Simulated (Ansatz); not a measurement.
# What RbZnH3 in P4bm, a phase reached by a soft mode distorts into

Which phase does RbZnH3 in P4bm, a phase reached by a soft mode fall into along its unstable mode, and how much energy does it gain?

Method: DFT PBEsol, scalar-relativistic, plane waves, PAW; PAW set soft_1, in Ansatz 0.2.0.

This is a report of a sequence of runs, with most program output left out.

The structure was built from a prototype and need not be the compound's stable phase.

## (1) The starting structure

Symmetry: P4bm, No. 100, tetragonal system. The conventional cell has a = 5.430 Å, b = 5.430 Å, c = 5.061 Å, α = 90.00°, β = 90.00°, γ = 90.00°. Nearest to Rb lie 8 H at 2.83 to 2.85 Å. Nearest to Zn lie 3 H at 1.61 to 1.63 Å. Nearest to H lie 2 Zn at 1.61 to 2.41 Å and 5 H at 2.68 to 2.78 Å and 2 Rb at 2.85 Å. Nearest to H lie 1 Zn at 1.63 Å and 2 H at 2.68 Å and 4 Rb at 2.83 Å. Farther neighbours are not listed.

## (2) Modes at Γ

This phase was reached earlier by freezing in an unstable mode of a structure of higher symmetry and relaxing. Its zone-centre modes can show that it is still unstable.

input.yaml

```yaml
crystal:
  lattice:
    - [5.4302420833, 0.0, 0.0]
    - [0.0, 5.4302420833, 0.0]
    - [0.0, 0.0, 5.0609979644]
  atoms:
    - { symbol: Rb, position: [0.5, 0.5, 0.0479287649] }
    - { symbol: Rb, position: [0.0, 0.0, 0.0479287649] }
    - { symbol: Zn, position: [0.0, 0.5, 0.5704432879] }
    - { symbol: Zn, position: [0.5, 0.0, 0.5704432879] }
    - { symbol: H, position: [0.3040194248, 0.1959805752, 0.4549823995] }
    - { symbol: H, position: [0.6959805752, 0.8040194248, 0.4549823995] }
    - { symbol: H, position: [0.1959805752, 0.6959805752, 0.4549823995] }
    - { symbol: H, position: [0.8040194248, 0.3040194248, 0.4549823995] }
    - { symbol: H, position: [0.0, 0.5, 0.8926559105] }
    - { symbol: H, position: [0.5, 0.0, 0.8926559105] }
kpoints:
  mp_grid: { grid: [4, 4, 4] }
hamiltonian:
  xc: pbesol
  pseudopotentials: { kind: paw, azcp: { folder: soft_1 }, xc_functional: pbe }
scf:
  occupations: { method: fixed }
output:
  eigenvalues: true
phonons:
  method: dfpt
  dielectric: true
  rigid_motions: translations
```

The run is started by

```
ansatz run input.yaml --threads 4 --pin off --max-ram 16384MiB --backend cpu --events-out ev --progress --plain --runs-dir out
```

Wall time 59 s (4 threads of Arm Neoverse V2, shared host); peak memory 1.1 GiB.

A gap read on the k-mesh alone can miss the band edges.

This step gave:

* gap on the k-mesh: 2.685 eV
* volume per atom: 14.92 Å³
* sum-rule residual before enforcement: 1.34e-4 eV/Å²
* miss of the charge sum rule: 0.01727 e
* estimated error of the dielectric tensor: 0.01444
* estimated error of the Born charges: 0.01585 e
* point group: 4mm
* highest optical mode at the zone centre (no LO-TO term): 1606 cm⁻¹
* lowest optical zone-centre mode: -132.9 cm⁻¹
* mean high-frequency dielectric constant: 4.010
* largest Born charge (third of the trace): 1.291 e
* top of the zone-centre spectrum with the field: 1606 cm⁻¹

Patterns of degenerate modes are one choice out of their space. Modes at Γ, with each element's share of the kinetic energy (negative means imaginary):

```tsv
mode	frequency (cm⁻¹)	symmetry	Rb %	Zn %	H %
1	-132.9	E	0	77	23
2	-132.9	E	0	77	23
3	0.0	acoustic	56	42	2
4	0.0	acoustic	56	42	2
5	0.0	acoustic	56	42	2
6	60.0	A2	100	0	0
7	70.7	E	93	3	4
8	70.7	E	93	3	4
9	95.4	E	46	53	1
10	95.4	E	46	53	1
11	104.7	B2	0	97	3
12	108.2	A1	44	54	2
13	285.3	E	4	20	76
14	285.3	E	4	20	76
15	432.1	B1	0	0	100
16	528.8	B2	0	2	98
17	546.4	A1	0	3	97
18	547.1	E	0	1	99
19	547.1	E	0	1	99
20	653.9	E	0	1	98
21	653.9	E	0	1	98
22	694.4	A2	0	0	100
23	756.9	E	0	1	99
24	756.9	E	0	1	99
25	1441.6	A1	0	1	99
26	1498.0	B2	0	1	99
27	1535.1	E	0	2	98
28	1535.1	E	0	2	98
29	1552.0	A1	0	0	100
30	1605.8	B2	0	0	100
```

Displacements in mode 2 (-132.9 cm⁻¹), the largest set to 1:
```
Rb1 -0.01  0.00  0.00
Rb2  0.01  0.00  0.00
Zn3  0.46 -0.04  0.00
Zn4 -0.45 -0.01  0.00
H5  -0.36  0.95  1.00
H6  -0.36  0.95 -1.00
H7   0.30  0.93  0.94
H8   0.30  0.93 -0.94
H9   0.04 -0.20  0.00
H10 -0.03 -0.20  0.00
```

Displacements in mode 27 (1535.1 cm⁻¹), the largest set to 1:
```
Rb1  0.00  0.00  0.00
Rb2  0.00  0.00  0.00
Zn3 -0.03 -0.03  0.00
Zn4  0.01  0.00  0.00
H5  -0.43  0.20 -0.25
H6  -0.43  0.20  0.25
H7   1.00  0.92 -0.77
H8   1.00  0.92  0.77
H9  -0.17 -0.18  0.00
H10  0.04 -0.07  0.00
```

Before it was imposed, the acoustic sum rule was missed by 1.3e-4 eV/Å² and the charge sum rule by 0.017 e. Small misses are needed for a sound result but don't prove that mesh and cutoff are converged. The lowest optical mode is imaginary, 132.9i cm⁻¹, so the energy falls along it.

The log warns of the k mesh: “the force constants stand on the 4×4×4 k-mesh, whose period is 12.80 times the interband length at k = (0.0000, 0.0000, 0.0000), direct gap 3.106 eV, under 14: take them and everything formed from them as unconverged”.

## (3) The mode frozen in, largest atomic shift 0 Å

The mode followed lies at Γ with frequency 132.9i cm⁻¹ and is 2-fold degenerate, the softest among the wavevectors solved. At small amplitude the distorted cell has space group no. 8 by a symmetry search on the positions. The undistorted cell that holds it gives the zero of energy on the same k mesh.

input.yaml: that of step 2 with these lines changed.

```diff
@@ -22,8 +22,6 @@
 scf:
-  occupations: { method: fixed }
+  occupations: { method: gaussian, width: 0.02 }
 output:
+  forces: true
+  stress: true
   eigenvalues: true
-phonons:
-  method: dfpt
-  dielectric: true
-  rigid_motions: translations
```

Elapsed: 2.5 s, on 4 threads; peak memory 0.41 GiB.

Numbers from this step:

```yaml
pressure: 0.002455 GPa
energy_from_the_undistorted_cell: 0 meV/atom
```

At this level the gap is 2.68 eV on the k-mesh of the self-consistent run, which can miss the band edges.

## (4) The mode frozen in, largest atomic shift 0.45 Å

The atoms are moved along the unstable eigenvector, the largest shift by 0.45 Å, with the cell fixed.

input.yaml, the sections that differ from step 3:

```yaml
crystal:
  lattice:
    - [5.4302420833, 0.0, 0.0]
    - [0.0, 5.4302420833, 0.0]
    - [0.0, 0.0, 5.0609979644]
  atoms:
    - { symbol: Rb, position: [0.5003213474, 0.4996144165, 0.0479287649] }
    - { symbol: Rb, position: [-0.0003855835, 0.0003213474, 0.0479287649] }
    - { symbol: Zn, position: [-0.0133784157, 0.4866215843, 0.5704432879] }
    - { symbol: Zn, position: [0.5150855443, 0.0150855443, 0.5704432879] }
    - { symbol: H, position: [0.2848766488, 0.1768377992, 0.4549823995] }
    - { symbol: H, position: [0.6768377992, 0.7848766488, 0.4549823995] }
    - { symbol: H, position: [0.1561138925, 0.6561138925, 0.389817443] }
    - { symbol: H, position: [0.7641527421, 0.2641527421, 0.520147356] }
    - { symbol: H, position: [0.0051864649, 0.5051864649, 0.8926559105] }
    - { symbol: H, position: [0.5075527491, 0.0075527491, 0.8926559105] }
# kpoints, hamiltonian, scf, output: as in step 3
```

It took 3.7 s on 4 threads; peak memory 0.44 GiB; 14 s of CPU time.

This step gave:

```yaml
pressure: -0.3060 GPa
gap_on_the_k_mesh: 2.747 eV
energy_from_the_undistorted_cell: -2.826 meV/atom
```

The energy, extrapolated to zero smearing, is -2.83 meV/atom against the undistorted cell.

The run ends at a pressure of -0.31 GPa, with forces up to 0.30 eV/Å.

## (5) Energy along the mode, all amplitudes (two of the runs are shown above)

An imaginary frequency means negative curvature, so the energy should fall and then rise again as anharmonic terms take over.

Numbers from this step:

```yaml
depth_at_the_lowest_point_sampled: 2.826 meV/atom
largest_atomic_shift_at_that_point: 0.45 Å
```

Table of energy from the parent by largest atomic shift:

```tsv
largest atomic shift (Å)	energy from the parent (meV/atom)
0.000	0
0.040	-0.052
0.080	-0.204
0.140	-0.603
0.220	-1.36
0.320	-2.39
0.450	-2.83
0.600	0.729
```

Displacement at unit largest shift by atom:

```tsv
atom	x (Å)	y (Å)	z (Å)	size
Rb1	0.00	-0.01	0.00	0.01
Rb2	-0.01	0.00	0.00	0.01
Zn3	-0.16	-0.16	0.00	0.23
Zn4	0.18	0.18	0.00	0.26
H5	-0.23	-0.23	0.00	0.33
H6	-0.23	-0.23	0.00	0.33
H7	-0.48	-0.48	-0.73	1.00
H8	-0.48	-0.48	0.73	1.00
H9	0.06	0.06	0.00	0.09
H10	0.09	0.09	0.00	0.13
```

The lowest of the steps tried is at 0.45 Å, 2.83 meV/atom below the parent; the bottom of the well need not coincide with a step.

## (6) Relaxing from the distorted cell

Starting from the lowest point found, all atoms and the cell are let go, so that strain and other modes of the same symmetry can join in.

input.yaml: that of step 4 with these lines changed.

```diff
@@ -22,3 +22,3 @@
 scf:
-  occupations: { method: gaussian, width: 0.02 }
+  occupations: { method: fixed }
 output:
@@ -27 +27,6 @@
   eigenvalues: true
+relax:
+  adjacent_minimum: "off"
+  f_tol: 0.002
+  max_steps: 120
+  cell: { stress_tol: 0.03 }
```

Elapsed: 47 s, on 4 threads; peak memory 0.48 GiB; 3 min of CPU time.

Step by step:

```tsv
step	energy less that of the first step (eV)	largest force component (eV/Å)	pressure (GPa)	volume (Å³)
1	0.0000	0.1986	-0.31	149.24
2	-0.0693	0.1720	-0.17	152.46
3	-0.1019	0.1371	-0.08	154.26
4	-0.1376	0.1600	-0.16	156.04
5	-0.1739	0.1776	-0.30	156.29
6	-0.2117	0.1868	-0.27	155.24
7	-0.2440	0.0476	-0.01	152.53
8	-0.2472	0.0387	-0.03	152.57
9	-0.2481	0.0236	-0.01	152.19
10	-0.2484	0.0064	0.00	152.11
11	-0.2484	0.0038	0.00	152.14
12	-0.2485	0.0019	0.00	152.13
13*	-0.2502	0.0020	0.01	152.13
14	-0.2502	0.0012	0.01	152.13
15*	-0.2502	0.0012	0.01	152.13
```

Relaxation steps marked * repeat the geometry before them on a plane-wave basis chosen anew for their cell, so energy and pressure can jump there.

The run keeps the 2 symmetry operations that it works with, so distortions that break them were not tested.

```tsv
cell as run	before	after	change
a (Å)	5.430	5.413	-0.3 %
b (Å)	5.430	5.413	-0.3 %
c (Å)	5.061	5.203	+2.8 %
α (°)	90.00	88.00	-2.2 %
β (°)	90.00	88.00	-2.2 %
γ (°)	90.00	87.39	-2.9 %
volume (Å³/atom)	14.92	15.21	+1.9 %
```

The atoms that moved most (Å, as changes of fractional coordinates times the final cell):

```tsv
atom	dx	dy	dz	length
H7	-0.635	-0.635	-0.741	1.164
H9	0.221	0.221	-0.361	0.477
Zn4	0.139	0.139	0.226	0.300
H5	-0.008	-0.035	0.255	0.257
H6	-0.035	-0.008	0.255	0.257
H10	0.116	0.116	0.189	0.251
Rb2	0.131	0.147	0.104	0.223
Rb1	0.147	0.131	0.104	0.223
```

This step gave:

- pressure: 0.008183 GPa
- gap on the k-mesh: 3.397 eV
- volume per atom: 15.21 Å³

The distorted start has space group Cm; the relaxation ends in Cm.

## (7) The new phase in its own primitive cell

The relaxed structure is symmetrised, reduced to its primitive cell and relaxed tightly, as its phonons need.

input.yaml

```yaml
crystal:
  lattice:
    - [3.9136929626, -3.7394403454, 0.0]
    - [3.9136929626, 3.7394403454, 0.0]
    - [-0.2506904875, 0.0, 5.1973183087]
  atoms:
    - { symbol: Rb, position: [0.0228792771, 0.5266507419, 0.9329932642] }
    - { symbol: Rb, position: [0.5266507419, 0.0228792771, 0.9329932642] }
    - { symbol: Zn, position: [0.9775719039, 0.9775719039, 0.4575903407] }
    - { symbol: Zn, position: [0.5395312667, 0.5395312667, 0.3869992254] }
    - { symbol: H, position: [0.6696253366, 0.2827177627, 0.495896856] }
    - { symbol: H, position: [0.2827177627, 0.6696253366, 0.495896856] }
    - { symbol: H, position: [0.0435782673, 0.0435782673, 0.748580637] }
    - { symbol: H, position: [0.759635751, 0.759635751, 0.4571003109] }
    - { symbol: H, position: [0.0461810212, 0.0461810212, 0.1782296056] }
    - { symbol: H, position: [0.5279918607, 0.5279918607, 0.0717341154] }
kpoints:
  mp_grid: { grid: [4, 4, 4] }
hamiltonian:
  xc: pbesol
  pseudopotentials: { kind: paw, azcp: { folder: soft_1 }, xc_functional: pbe }
scf:
  occupations: { method: fixed }
output:
  forces: true
  stress: true
  eigenvalues: true
relax:
  adjacent_minimum: "off"
  f_tol: 0.001
  max_steps: 60
  cell: { stress_tol: 0.01 }
```

It took 16 s on 4 threads; peak memory 0.48 GiB.

Little changed from the start: no atom moved by 0.005 Å and no cell edge by 0.1 %.

This step gave:

```
pressure           : -6.76e-4 GPa
gap on the k-mesh  : 3.393 eV
volume per atom    : 15.22 Å³
direct gap on mesh : 3.657 eV
```

The largest force component left is 0.43 meV/Å and the pressure is -0.001 GPa, within the tolerances set. The cell now holds 15.22 Å³/atom.

## (8) Modes of the new phase

A relaxed structure may still be a saddle point, so its zone-centre modes are computed. The response to a homogeneous field gives the Born charges and the dielectric tensor.

input.yaml

```yaml
crystal:
  lattice:
    - [3.9156974003, -3.7377923551, -0.0016233765]
    - [3.9156974003, 3.7377923551, -0.0016233765]
    - [-0.2529746979, 0.0, 5.1991497931]
  atoms:
    - { symbol: Rb, position: [0.0228883926, 0.5266847499, 0.9329422122] }
    - { symbol: Rb, position: [0.5266847499, 0.0228883926, 0.9329422122] }
    - { symbol: Zn, position: [0.9774908952, 0.9774908952, 0.4576101247] }
    - { symbol: Zn, position: [0.5395955237, 0.5395955237, 0.3869477805] }
    - { symbol: H, position: [0.6697257289, 0.2827758104, 0.4958995197] }
    - { symbol: H, position: [0.2827758104, 0.6697257289, 0.4958995197] }
    - { symbol: H, position: [0.0435344244, 0.0435344244, 0.7485880198] }
    - { symbol: H, position: [0.7596385991, 0.7596385991, 0.4570523316] }
    - { symbol: H, position: [0.0460495519, 0.0460495519, 0.1783764576] }
    - { symbol: H, position: [0.5279795129, 0.5279795129, 0.0717562974] }
kpoints:
  mp_grid: { grid: [4, 4, 4] }
hamiltonian:
  xc: pbesol
  pseudopotentials: { kind: paw, azcp: { folder: soft_1 }, xc_functional: pbe }
scf:
  occupations: { method: fixed }
output:
  eigenvalues: true
phonons:
  method: dfpt
  dielectric: true
  rigid_motions: translations
```

Wall time 2.3 min (4 threads); peak memory 1.2 GiB; 8.6 min of CPU time.

Numbers from this step:

```yaml
sum_rule_residual_before_enforcement: 3.78e-4 eV/Å²
miss_of_the_charge_sum_rule: 0.01143 e
estimated_error_of_the_dielectric_tensor: 0.01594
estimated_error_of_the_born_charges: 0.01904 e
point_group: m
highest_optical_mode_at_the_zone_centre_no_lo_to_term: 1740 cm⁻¹
lowest_optical_zone_centre_mode: -137.8 cm⁻¹
mean_high_frequency_dielectric_constant: 3.903
largest_born_charge_third_of_the_trace: 1.412 e
top_of_the_zone_centre_spectrum_with_the_field: 1741 cm⁻¹
```

Patterns of degenerate modes are one choice out of their space. The modes at Γ (shares of kinetic energy by element, %) (negative means imaginary):

```tsv
mode	frequency (cm⁻¹)	symmetry	Rb %	Zn %	H %
1	-137.8	A''	2	77	21
2	0.0	acoustic	56	42	2
3	0.0	acoustic	56	42	2
4	0.0	acoustic	56	42	2
5	50.4	A''	97	3	0
6	72.8	A'	58	38	4
7	73.7	A''	97	1	2
8	85.2	A'	73	26	1
9	88.0	A''	44	52	4
10	96.5	A'	42	56	3
11	118.0	A'	3	92	5
12	149.6	A'	12	84	4
13	264.4	A''	2	11	87
14	296.0	A''	1	9	90
15	305.2	A'	1	8	91
16	483.7	A'	0	3	97
17	550.9	A'	0	1	99
18	557.1	A''	0	2	98
19	602.2	A''	0	0	99
20	616.0	A'	0	3	97
21	639.4	A'	0	1	99
22	677.1	A''	0	0	100
23	717.3	A'	0	0	100
24	746.2	A''	0	1	99
25	1446.0	A''	0	1	99
26	1447.1	A'	0	1	99
27	1501.5	A'	0	0	100
28	1601.5	A'	0	0	100
29	1697.2	A'	0	2	98
30	1739.6	A'	0	0	100
```

Optical modes at the zone centre, without and with the macroscopic field of the longitudinal modes; each column is sorted by frequency, so a row need not hold one and the same mode. Modes with and without the field, by row:

```tsv
rank among optical modes	no field (cm⁻¹)	q along (1, 0, 0) (cm⁻¹)	q along (0, 1, 0) (cm⁻¹)	q along (0, 0, 1) (cm⁻¹)
1	-137.8	-137.8	-29.4	-137.8
2	50.4	50.4	50.4	50.4
3	72.8	73.7	72.8	73.6
4	73.7	78.3	75.1	73.7
5	85.2	88	85.2	85.4
6	88	89.5	96.5	88
7	96.5	96.7	118	114.8
8	118	118	118.8	123.9
9	149.6	150.1	149.6	149.7
10	264.4	264.4	276.2	264.4
11	296	296	305.2	296
12	305.2	311.2	358.4	305.6
13	483.7	498.3	483.7	489.4
14	550.9	557.1	550.9	553
15	557.1	602.2	586.8	557.1
16	602.2	608	616	602.2
17	616	638.3	637.1	639.1
18	639.4	655.6	639.4	677.1
19	677.1	677.1	717.3	678.1
20	717.3	746.2	737.2	719
21	746.2	763.4	766.2	746.2
22	1446	1446	1447	1446
23	1447	1455	1502	1464
24	1502	1513	1507	1513
25	1602	1638	1602	1602
26	1697	1698	1697	1727
27	1740	1741	1740	1740
```

Born charge (rows field, columns displacement) (e), principal values of the symmetric part by kind of site:

```tsv
atom	atoms with these values	low	middle	high	mean
Rb1	2	1.04	1.16	1.23	1.14
Zn3	1	0.93	1.22	2.08	1.41
Zn4	1	0.83	1.27	1.29	1.13
H5	2	-1.44	-0.60	-0.58	-0.87
H7	1	-0.85	-0.78	-0.63	-0.75
H8	1	-1.46	-0.51	-0.49	-0.82
H9	1	-0.81	-0.72	-0.63	-0.72
H10	1	-1.01	-0.68	-0.66	-0.79
```

In full for H7:

```
-0.68  0.00 -0.08
 0.00 -0.78  0.00
-0.11  0.00 -0.79
```

High-frequency dielectric tensor:

```
3.79 0.00 0.03
0.00 4.25 0.00
0.03 0.00 3.67
```

Transverse modes; imaginary modes are left out. Lines of the infrared spectrum (strongest = 100):

```tsv
position (cm⁻¹)	relative intensity
50	0.0
73	1.5
74	0.4
85	0.6
88	3.4
96	3.7
118	0.2
150	0.2
264	18
296	24
305	4.5
484	33
551	72
557	57
602	18
616	50
639	0.7
677	28
717	18
746	1.7
1446	100
1447	52
1502	36
1602	54
1697	49
1740	1.6
```

Before it was imposed, the acoustic sum rule was missed by 3.8e-4 eV/Å² and the charge sum rule by 0.011 e. Small misses are needed for a sound result but don't prove that mesh and cutoff are converged. The lowest optical mode is imaginary, 137.8i cm⁻¹, so the energy falls along it.

The log warns of the k mesh: “the force constants stand on the 4×4×4 k-mesh, whose period is 12.98 times the interband length at k = (0.0000, -0.5000, 0.0000), direct gap 3.817 eV, under 14: take them and everything formed from them as unconverged”.

## (9) Outcome

| Property | Result |
| --- | --- |
| unstable mode of the parent | q = (0, 0, 0), 133i cm⁻¹ |
| depth at the lowest point sampled | 2.83 meV/atom |
| largest atomic shift at that point | 0.45 Å |
| space group reached (within 0.01 Å) | Cm |
| energy gained over the parent (first relaxation, on the mesh of the frozen mode) | 27.8 meV/atom |
| volume per atom, phase reached | 15.2 Å³ |
| gap on the k-mesh, phase reached | 3.39 eV |
| lowest optical zone-centre mode, phase reached | -138 cm⁻¹ |
| highest optical mode at the zone centre (no LO-TO term), phase reached | 1740 cm⁻¹ |

**Reading.** Along this mode the structure falls into Cm, 27.8 meV/atom below the parent. At the parent's cell the well is 2.826 meV/atom deep on the steps tried, with its lowest point at a shift of 0.45 Å. Relaxing atoms and cell changes the gain by +25.02 meV/atom against the lowest step (energies at zero smearing). Most of the total comes from this relaxation. The new phase still has an imaginary mode at the zone centre of its cell, so it is a saddle point on the way to a lower structure. Of the 2 patterns followed to their end from this parent, this one ends 18.5 meV/atom above the lowest, Pmc2_1. Each path keeps the symmetry of its pattern, so a lower phase may lie along a pattern not tried. With the field response the log warns that the k mesh is coarse for the force constants too, so the frequencies may not be converged. The PAW files were made for PBE and serve the other functionals too. The starting cell was built on a prototype and not taken from a measurement, so the phase need not exist.

[Logs are printed without paths, hosts, clocks, repeated set-up lines and the standing remarks that a program may print on its own settings, such as how far it seeks lower states.]

[Hosts, paths, dates, database ids (printed as entryN), source tags and the programs' standing remarks are cut or masked in the printed files.]
